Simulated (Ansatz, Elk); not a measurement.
# Bonding as seen by X-rays: Sc3PPt

Structure refinements treat a crystal as free atoms side by side. For a made-up structure of Sc3PPt (cell and positions from a PBE relaxation) the runs below show what the calculated density changes in F(hkl).

Program: Elk 11.2.3 (patched build). Level of theory: DFT, PBE, all-electron APW+lo, Dirac cores, scalar-relativistic bands, static density, no spin. Results are calculated unless marked as measured.

The structure was built from a prototype and need not be the compound's stable phase.

**1. The structure**

The structure is cubic, space group Pm-3m (No. 221). Conventional cell: a = 4.800 Å, b = 4.800 Å, c = 4.800 Å, α = 90.00°, β = 90.00°, γ = 90.00°. Nearest to Pt lie 12 Sc at 3.39 Å. Nearest to Sc lie 2 P at 2.40 Å and 8 Sc at 3.39 Å and 4 Pt at 3.39 Å. Nearest to P lie 6 Sc at 2.40 Å. Farther neighbours are not listed.

**2. Ground state and structure factors**

An all-electron density is needed, since X-rays see the cores too. Task 0 finds the density and task 195 Fourier-transforms it; tshift is off so that phases refer to the origin typed.

Input file elk.in:

```
tasks
  0
  195

xctype
  20

spinpol
  .false.

rgkmax
  7.0

gmaxvr
  14.0

lmaxo
  7

lmaxapw
  8

swidth
  0.002

tshift
  .false.

ramdisk
  .false.

hmaxvr
  5.5

maxscl
  120

epspot
  1e-06

sppath
  './'

avec
  9.07020514774 -0.00000000000 0.00000000000
  0.00000000000 9.07020514774 -0.00000000000
  0.00000000000 -0.00000000000 9.07020514774

atoms
  3
  'Pt.in'
  1
  -0.0000000000 0.0000000000 -0.0000000000   0.000000 0.000000 0.000000
  'Sc.in'
  3
  0.0000000000 0.5000000000 0.5000000000   0.000000 0.000000 0.000000
  0.5000000000 -0.0000000000 0.5000000000   0.000000 0.000000 0.000000
  0.5000000000 0.5000000000 0.0000000000   0.000000 0.000000 0.000000
  'P.in'
  1
  0.5000000000 0.5000000000 0.5000000000   0.000000 0.000000 0.000000

ngridk
  5 5 5
```

Launch:

```console
$ OMP_NUM_THREADS=4 elk
```

Numbers of over 12 decimals in the logs are rounded to 6 here.

The program printed:

```text
┌─────────────────────────┐
│ Elk code version 11.2.3 │
└─────────────────────────┘

All units are atomic (Hartree, Bohr, etc.)

┌─────────────────────────────────────────────────┐
│ Ground-state run starting from atomic densities │
└─────────────────────────────────────────────────┘

Lattice vectors :
   9.070205148      -0.000000000       0.000000000
   0.000000000       9.070205148      -0.000000000
   0.000000000      -0.000000000       9.070205148

Reciprocal lattice vectors :
  0.6927280260      -0.000000000      -0.000000000
   0.000000000      0.6927280260       0.000000000
   0.000000000       0.000000000      0.6927280260

Unit cell volume      :    746.1932735
Brillouin zone volume :   0.3324208650

Muffin-tin inner radius fraction :   0.1000000000E-01

Nuclei treated as point charges

Species : 1 (Pt)
 parameters loaded from : Pt.in
 name : platinum
 nuclear charge    :   -78.00000000
 electronic charge :    78.00000000
 atomic mass :    355605.4401
 muffin-tin radius :    2.800000000
 number of radial points in muffin-tin :   1393
 inner part over the whole radius :   0.9946791988E-02
 number on inner part of muffin-tin    :   1000
 approximate nuclear radius :   0.1029052813E-03
 number of mesh points to nuclear radius :    523
 atomic positions (lattice), magnetic fields (Cartesian) :
  1 :   0.00000000  0.00000000  0.00000000    0.00000000  0.00000000  0.00000000

Species : 2 (Sc)
 parameters loaded from : Sc.in
 name : scandium
 nuclear charge    :   -21.00000000
 electronic charge :    21.00000000
 atomic mass :    81949.61073
 muffin-tin radius :    2.340053517
 number of radial points in muffin-tin :    993
 inner part over the whole radius :   0.9973457125E-02
 number on inner part of muffin-tin    :    698
 approximate nuclear radius :   0.6711386133E-04
 number of mesh points to nuclear radius :    323
 atomic positions (lattice), magnetic fields (Cartesian) :
  1 :   0.00000000  0.50000000  0.50000000    0.00000000  0.00000000  0.00000000
  2 :   0.50000000  0.00000000  0.50000000    0.00000000  0.00000000  0.00000000
  3 :   0.50000000  0.50000000  0.00000000    0.00000000  0.00000000  0.00000000

Species : 3 (P)
 parameters loaded from : P.in
 name : phosphorus
 nuclear charge    :   -15.00000000
 electronic charge :    15.00000000
 atomic mass :    56461.71230
 muffin-tin radius :    2.145049057
 number of radial points in muffin-tin :    793
 inner part over the whole radius :   0.9872071215E-02
 number on inner part of muffin-tin    :    553
 approximate nuclear radius :   0.6081821256E-04
 number of mesh points to nuclear radius :    249
 atomic positions (lattice), magnetic fields (Cartesian) :
  1 :   0.50000000  0.50000000  0.50000000    0.00000000  0.00000000  0.00000000

Total number of atoms per unit cell :    5
Total muffin-tin volume :    294.3179093
 ratio of muffin-tin to unit cell volume :   0.3944258408

Spin treatment :
 spin-unpolarised

Number of Bravais lattice symmetries :   48
Number of crystal symmetries         :   48
Crystal has inversion symmetry
Real symmetric eigensolver will be used

k-point grid :      5     5     5
k-point offset :    0.000000000       0.000000000       0.000000000
k-point set is reduced with full crystal symmetry group
Total number of k-points :       10

Muffin-tin radius times maximum |G+k| :    7.000000000
 using average radius
Maximum |G+k| for APW functions       :    2.925147252
Maximum (1/2)|G+k|²                   :    4.278243222
Maximum |G| for potential and density :    14.00000000
Constant for pseudocharge density :   10
 order of it for each species :   17  17  17
 order of it for pair densities of each species (exact exchange by exxq0 0: 18) :   13   9   7
Radial integration step length :    1

G-vector grid sizes :     42    42    42
Number of G-vectors :    34505

Maximum angular momentum used for
 APW functions            :    8
 outer part of muffin-tin :    7
 inner part of muffin-tin :    2

Total nuclear charge    :   -156.0000000
[...]
electron entropic           :    -0.31427908756154E-02
 total energy                :     -21082.880806385

Density of states at Fermi energy :    250.0516581
 (states/Hartree/unit cell)

Estimated indirect band gap :   0.1894357045E-02
 from k-point 10 to k-point 10
Estimated direct band gap   :   0.1894357045E-02
 at k-point 10

Charges :
 core                        :    88.00000000
 valence                     :    68.00000000
 interstitial                :    9.038254037
 muffin-tins (core leakage)
  species : 1 (Pt)
   atom 1                    :    75.42534224     (  0.1674517966E-03)
  species : 2 (Sc)
[...]
species : 3 (P)
[...]
total in muffin-tins        :    146.9617460
 total calculated charge     :    155.9994674
 total charge                :    156.0000000
 error                       :   0.5325721883E-03

RMS change in Kohn-Sham potential (target) :   0.5028240914     (  0.1000000000E-05)
Absolute change in total energy (target)   :    1.381406201     (  0.1000000000E-03)

[... loops 3 to 16 left out ...]

┌──────────────────┐
│ Loop number : 17 │
└──────────────────┘

Energies :
 Fermi                       :     0.213476
 sum of occupied eigenvalues :     -12871.733111329
 electron kinetic            :      23765.615397158
 core electron kinetic       :      22765.397850580
 Coulomb                     :     -44349.390235475
 Coulomb potential           :     -35987.841710614
 nuclear-nuclear             :     -1707.7050444933
 electron-nuclear            :     -49327.174252558
 Hartree                     :      6685.4890615767
 Madelung                    :     -26355.469380168
 xc potential                :     -649.50679787305
 exchange                    :     -489.77695054751
 correlation                 :     -8.039034
 electron entropic           :    -0.29565447686648E-02
 total energy                :     -21081.593778974

Density of states at Fermi energy :    226.2621074
 (states/Hartree/unit cell)

Estimated indirect band gap :   0.3532705439E-02
 from k-point 10 to k-point 8
Estimated direct band gap   :   0.3563350350E-02
 at k-point 10

Charges :
 core                        :    88.00000000
 valence                     :    68.00000000
 interstitial                :    8.272326536
 muffin-tins (core leakage)
  species : 1 (Pt)
[...]
species : 2 (Sc)
[...]
species : 3 (P)
[...]
total in muffin-tins        :    147.7276735
 total calculated charge     :    155.9992432
 total charge                :    156.0000000
 error                       :   0.7567998423E-03

RMS change in Kohn-Sham potential (target) :   0.1847017729E-06 (  0.1000000000E-05)
Absolute change in total energy (target)   :   0.7640796321E-04 (  0.1000000000E-03)

Convergence targets achieved

┌──────────────────┐
│ Loop number : 18 │
└──────────────────┘

Energies :
 Fermi                       :     0.213476
 sum of occupied eigenvalues :     -12871.733108577
 electron kinetic            :      23765.615404598
 core electron kinetic       :      22765.397855608
 Coulomb                     :     -44349.390241394
 Coulomb potential           :     -35987.841711880
 nuclear-nuclear             :     -1707.7050444933
 electron-nuclear            :     -49327.174262221
 Hartree                     :      6685.4890653199
 Madelung                    :     -26355.469385454
 xc potential                :     -649.50680129502
 exchange                    :     -489.77695062370
 correlation                 :     -8.039034
 electron entropic           :    -0.29565442001719E-02
 total energy                :     -21081.593777526

Density of states at Fermi energy :    226.2620198
 (states/Hartree/unit cell)

Estimated indirect band gap :   0.3532698777E-02
 from k-point 10 to k-point 8
Estimated direct band gap   :   0.3563347510E-02
 at k-point 10

Charges :
 core                        :    88.00000000
 valence                     :    68.00000000
 interstitial                :    8.272326728
 muffin-tins (core leakage)
  species : 1 (Pt)
[...]
species : 2 (Sc)
[...]
atom 2                    :    19.04023554     ( -0.2119029627E-06)
   atom 3                    :    19.04023554     ( -0.2119029627E-06)
  species : 3 (P)
   atom 1                    :    13.57381237     (  0.4588832444E-03)
 total in muffin-tins        :    147.7276733
 total calculated charge     :    155.9992432
 total charge                :    156.0000000
 error                       :   0.7567993202E-03

┌──────────────────────────────┐
│ Self-consistent loop stopped │
└──────────────────────────────┘

Warning : core states of species 1 leak from the muffin-tin :   0.1527227827E-03

Warning : core states of species 3 leak from the muffin-tin :   0.4588832444E-03

Wrote STATE.OUT
```

The job ended after 22 s (4 threads of Intel Xeon Platinum 8488C (Sapphire Rapids), shared host; peak memory 0.25 GiB).

SFACRHO.OUT:

```text

h k l indices transformed by vhmat matrix:
   1.000000000       0.000000000       0.000000000    
   0.000000000       1.000000000       0.000000000    
   0.000000000       0.000000000       1.000000000    

      h      k      l  multipl.   |H|            Re(F)            Im(F)           |F|

      0      0      0      1   0.0000000       156.00000      0.46818853E-16   156.00000    
      0     -1      0      6  0.69272803       42.210787     -0.51277634E-14   42.210787    
     -1      0      1     12  0.97966537       65.790414     -0.97975729E-16   65.790414    
      1      1      1      8   1.1998401       103.55106     -0.74614148E-14   103.55106    
      0      0     -2      6   1.3854561       120.00733      0.93172641E-14   120.00733    
     -1      0     -2     24   1.5489870       39.650310     -0.70948929E-14   39.650310    
     -1      1     -2     24   1.6968302       57.222407     -0.45430874E-14   57.222407    
      2      2      0     12   1.9593307       105.17427     -0.16763079E-13   105.17427    
      2     -2      1     24   2.0781841       37.221941      0.40858540E-14   37.221941    
      0      0      3      6   2.0781841       37.059335     -0.46033325E-13   37.059335    
     -3      1      0     24   2.1905984       52.940545      0.51364002E-14   52.940545    
     -1     -1     -3     24   2.2975189       81.480119     -0.17069967E-13   81.480119    
      2     -2     -2      8   2.3996803       95.321167      0.74344002E-14   95.321167    
     -2     -3      0     24   2.4976664       34.924840      0.39040636E-13   34.924840    
     -2      1      3     48   2.5919509       49.683696      0.89725180E-14   49.683696    
      4      0      0      6   2.7709121       88.139041     -0.13373331E-13   88.139041    
      3      2     -2     24   2.8561908       33.158762     -0.37800212E-13   33.158762    
     -4      0     -1     24   2.8561908       33.176400     -0.69153353E-14   33.176400
```

Elk indexes on the primitive cell of elk.in and gives |H| = 4π sin θ/λ in inverse bohr. Below, one row stands for each form hkl of the conventional cell (m members, Friedel mates merged), F is for one primitive cell and the density is static (no thermal factor). Free-atom factors are Waasmaier and Kirfel's, and R is Σm||F|−|F'||/Σm|F|.

```csv
hkl,m,sin θ/λ (Å⁻¹),"abs F, DFT",neutral atoms,diff.
100,6,0.104,42.211,42.618,-0.407
110,12,0.147,65.790,65.528,+0.262
111,8,0.180,103.551,104.200,-0.649
200,6,0.208,120.007,120.430,-0.423
210,24,0.233,39.650,39.814,-0.164
211,24,0.255,57.222,57.593,-0.371
220,12,0.295,105.174,105.340,-0.166
221,24,0.312,37.222,37.153,+0.069
300,6,0.312,37.059,37.153,-0.094
310,24,0.329,52.941,53.065,-0.125
311,24,0.345,81.480,81.397,+0.083
222,8,0.361,95.321,95.358,-0.037
320,24,0.376,34.925,34.970,-0.045
321,48,0.390,49.684,49.766,-0.083
```

**3. The highest occupied states alone**

An energy window below the Fermi level keeps the highest occupied states, to see at which angles they scatter; shallow core shells can lie inside it and anion s states outside. No new self-consistency is needed.

Changes to elk.in since step 2:

```diff
@@ -1,3 +1,2 @@
 tasks
-  0
   195
@@ -40,2 +39,5 @@
 
+wsfac
+  -0.227520 0.513480
+
 sppath
```

Launch:

```console
$ OMP_NUM_THREADS=4 elk
```

The program printed:

```text
┌─────────────────────────────────┐
│ Elk code version 11.2.3 started │
└─────────────────────────────────┘

Info(readinput): the functional depends on the density's gradient
 muffin-tin radial points multiplied by    2.00000
 (not where nrmtscf is given)

┌────────────────────┐
│ Current task : 195 │
└────────────────────┘
Info(checkmt): changed muffin-tin radius of species 2 (Sc) from   2.4000 to   2.3401
Info(checkmt): changed muffin-tin radius of species 3 (P) from   2.2000 to   2.1450

Info(sfacrho): density structure factors written to SFACRHO.OUT

 Energy window :  -0.2275200000      0.5134800000

┌──────────────────┐
│ Elk code stopped │
└──────────────────┘
```

Wall time 8.9 s (4 threads); peak memory 0.15 GiB.

States within 12 eV below the Fermi level hold 24.00 electrons; any levels below the window count with the cores. Their amplitudes can exceed the total, where window and core parts have opposite phase:

```csv
hkl,sin θ/λ (Å⁻¹),"abs F, window","abs F, all"
100,0.104,2.570,42.211
110,0.147,7.201,65.790
111,0.180,3.537,103.551
200,0.208,4.710,120.007
210,0.233,1.532,39.650
211,0.255,1.690,57.222
220,0.295,1.689,105.174
221,0.312,0.780,37.222
300,0.312,0.627,37.059
310,0.329,0.330,52.941
```

**4. Another functional**

The difference from free atoms is small, so it is set against the change that LDA (Perdew-Wang) makes.

Changes to elk.in since step 3:

```diff
@@ -1,2 +1,3 @@
 tasks
+  0
   195
@@ -4,3 +5,3 @@
 xctype
-  20
+  3
 
@@ -39,5 +40,2 @@
 
-wsfac
-  -0.227520 0.513480
-
 sppath
```

Launch:

```console
$ OMP_NUM_THREADS=4 elk
```

The program printed:

```text
┌─────────────────────────┐
│ Elk code version 11.2.3 │
└─────────────────────────┘

All units are atomic (Hartree, Bohr, etc.)

┌─────────────────────────────────────────────────┐
│ Ground-state run starting from atomic densities │
└─────────────────────────────────────────────────┘

Lattice vectors :
   9.070205148      -0.000000000       0.000000000
   0.000000000       9.070205148      -0.000000000
   0.000000000      -0.000000000       9.070205148

Reciprocal lattice vectors :
  0.6927280260      -0.000000000      -0.000000000
[...]
atom 3                    :    19.05758848     ( -0.3486657389E-05)
  species : 3 (P)
   atom 1                    :    13.56541978     (  0.4604471761E-03)
 total in muffin-tins        :    147.7832434
 total calculated charge     :    155.9992599
 total charge                :    156.0000000
 error                       :   0.7400617916E-03

┌──────────────────────────────┐
│ Self-consistent loop stopped │
└──────────────────────────────┘

Warning : core states of species 1 leak from the muffin-tin :   0.1473096988E-03

Warning : core states of species 3 leak from the muffin-tin :   0.4604471761E-03

Wrote STATE.OUT
[key lines of the parts left out:]
total energy                :     -21065.065660130
```

Run time: 14 s. Hardware: 4 threads; peak memory 0.2 GiB; 29 s of CPU time.

Against the first run R = 0.03 %; the largest change is -0.038 at 311.

**5. A coarser k-mesh**

About half the k-points along each axis test the sampling.

Changes to elk.in since step 4:

```diff
@@ -5,3 +5,3 @@
 xctype
-  3
+  20
 
@@ -63,2 +63,2 @@
 ngridk
-  5 5 5
+  2 2 2
```

Launch:

```console
$ OMP_NUM_THREADS=4 elk
```

The program printed:

```text
┌─────────────────────────┐
│ Elk code version 11.2.3 │
└─────────────────────────┘

All units are atomic (Hartree, Bohr, etc.)

┌─────────────────────────────────────────────────┐
│ Ground-state run starting from atomic densities │
└─────────────────────────────────────────────────┘

Lattice vectors :
   9.070205148      -0.000000000       0.000000000
   0.000000000       9.070205148      -0.000000000
   0.000000000      -0.000000000       9.070205148

Reciprocal lattice vectors :
  0.6927280260      -0.000000000      -0.000000000
[...]
atom 3                    :    19.04696137     ( -0.2119015114E-06)
  species : 3 (P)
   atom 1                    :    13.59066272     (  0.4605412008E-03)
 total in muffin-tins        :    147.7867306
 total calculated charge     :    155.9995322
 total charge                :    156.0000000
 error                       :   0.4678093705E-03

┌──────────────────────────────┐
│ Self-consistent loop stopped │
└──────────────────────────────┘

Warning : core states of species 1 leak from the muffin-tin :   0.1534741627E-03

Warning : core states of species 3 leak from the muffin-tin :   0.4605412008E-03

Wrote STATE.OUT
[key lines of the parts left out:]
total energy                :     -21081.595102650
```

Elapsed: 18 s, on 4 threads; peak memory 0.23 GiB.

Against the first run R = 0.02 %; the largest change is +0.052 at 200.

**6. Settings against the effect**

```csv
run,R against the first run (%),"R against neutral atoms, low angle (%)",wall time
"PBE, rgkmax 7",0.00,0.46,22 s
LDA (Perdew-Wang),0.03,0.46,14 s
k-mesh 2×2×2,0.02,0.46,18 s
```

**7. Summary of results**

| Item | Value |
| --- | --- |
| R against neutral atoms, sin θ/λ < 0.3 Å⁻¹ | 0.46 % |
| R against neutral atoms, 0.3 to 0.82 Å⁻¹ | 0.17 % |

In words: Independent neutral atoms miss the calculated amplitudes by R = 0.46 % below 0.3 Å⁻¹ and 0.17 % from there to 0.82 Å⁻¹; by shells, 0.54 % below 0.15 Å⁻¹ (2 forms), 0.44 % 0.15 to 0.3 (5 forms), 0.13 % 0.3 to 0.45 (12 forms), 0.18 % above 0.45 (59 forms). Bonding, aspherical density and the tables' own atoms all enter these figures, and the runs don't part them. The largest change of an amplitude is -0.65 electrons, at 111. The window's part falls from 24.0 electrons at the origin to at most 0.32 between 0.45 and 0.82 Å⁻¹. Below 0.3 Å⁻¹ the changes that finished (LDA (Perdew-Wang) and k-mesh 2×2×2) move F by R = 0.03 % at most, against the 0.46 % that separates it from free atoms. The basis has no finished test. Spin-orbit coupling is left out, which can matter for elements this heavy. Part of the difference isn't bonding: the tables are fits to free atoms and ions calculated by other methods than this functional. Thermal motion, anomalous dispersion and extinction are left out.

[Logs are printed without paths, hosts, clocks, repeated set-up lines and the standing remarks that a program may print on its own settings, such as how far it seeks lower states.]

[Hosts, paths, dates, database ids (printed as entryN), source tags and the programs' standing remarks are cut or masked in the printed files.]
